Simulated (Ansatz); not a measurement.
## Polymorphs of TiSi2 told apart by optics

Method, alike for all: Ansatz, PBE, independent particles, without spin-orbit coupling, line width 0.1 eV (Gaussian), carrier damping 0.05 eV.

Structure 1:

It takes space group Cmcm (No. 63, orthorhombic). Conventional cell: a = 3.530 Å, b = 13.519 Å, c = 3.565 Å, α = 90.00°, β = 90.00°, γ = 90.00°. Ti on site c has 10 Si at 2.58 to 2.81 Å as nearest neighbours. Si on site c has 4 Si at 2.51 Å and 4 Ti at 2.66 to 2.67 Å as nearest neighbours. Si on site c has 2 Si at 2.38 Å and 4 Ti at 2.58 Å as nearest neighbours.

Structure 2:

It takes space group Fddd (No. 70, orthorhombic). Conventional cell: a = 4.773 Å, b = 8.236 Å, c = 8.523 Å, α = 90.00°, β = 90.00°, γ = 90.00°. Around Ti on site b lie 10 Si at 2.54 to 2.75 Å. Si on site f is surrounded by 5 Ti at 2.54 to 2.75 Å and 5 Si at 2.54 to 2.75 Å.

Spectrum A:

| E (eV) | Im ε |
| --- | --- |
| 0.50 | 30.43 |
| 0.75 | 24.25 |
| 1.00 | 26.93 |
| 1.25 | 31.90 |
| 1.50 | 28.05 |
| 1.75 | 26.61 |
| 2.00 | 25.39 |
| 2.25 | 25.41 |
| 2.50 | 24.01 |
| 2.75 | 22.96 |
| 3.00 | 22.20 |
| 3.25 | 21.43 |
| 3.50 | 22.23 |
| 3.75 | 21.14 |
| 4.00 | 18.54 |
| 4.25 | 16.25 |
| 4.50 | 16.24 |
| 4.75 | 17.23 |
| 5.00 | 16.48 |
| 5.25 | 16.37 |
| 5.50 | 14.16 |
| 5.75 | 12.79 |
| 6.00 | 12.86 |
| 6.25 | 10.47 |
| 6.50 | 9.04 |
| 6.75 | 7.86 |
| 7.00 | 7.41 |
| 7.25 | 5.95 |
| 7.50 | 5.42 |
| 7.75 | 4.90 |
| 8.00 | 3.91 |

Spectrum B:

E (eV), Im ε and a bar:
```
     0.50      30.04 ##############################
     1.00      13.82 ############
     1.50      24.68 ########################
     2.00      18.09 #################
     2.50      15.47 ##############
     3.00      23.61 #######################
     3.50      18.54 #################
     4.00      21.32 ####################
     4.50      20.93 ####################
     5.00      22.98 ######################
     5.50      20.59 ####################
     6.00      15.45 ##############
     6.50       8.80 ######
     7.00       6.32 ####
     7.50       4.73 ##
     8.00       3.00
```

Q: Which spectrum belongs to which structure?

A: A is structure 1 (Cmcm, 14.2 Å³ an atom): a metal, with a Drude term, main peak of the conductivity above 1 eV at 5.16 eV. B is structure 2 (Fddd, 14.0 Å³ an atom): a metal, with a Drude term, main peak of the conductivity above 1 eV at 5.12 eV.

[Logs are printed without paths, hosts, clocks, repeated set-up lines and the standing remarks that a program may print on its own settings, such as how far it seeks lower states.]
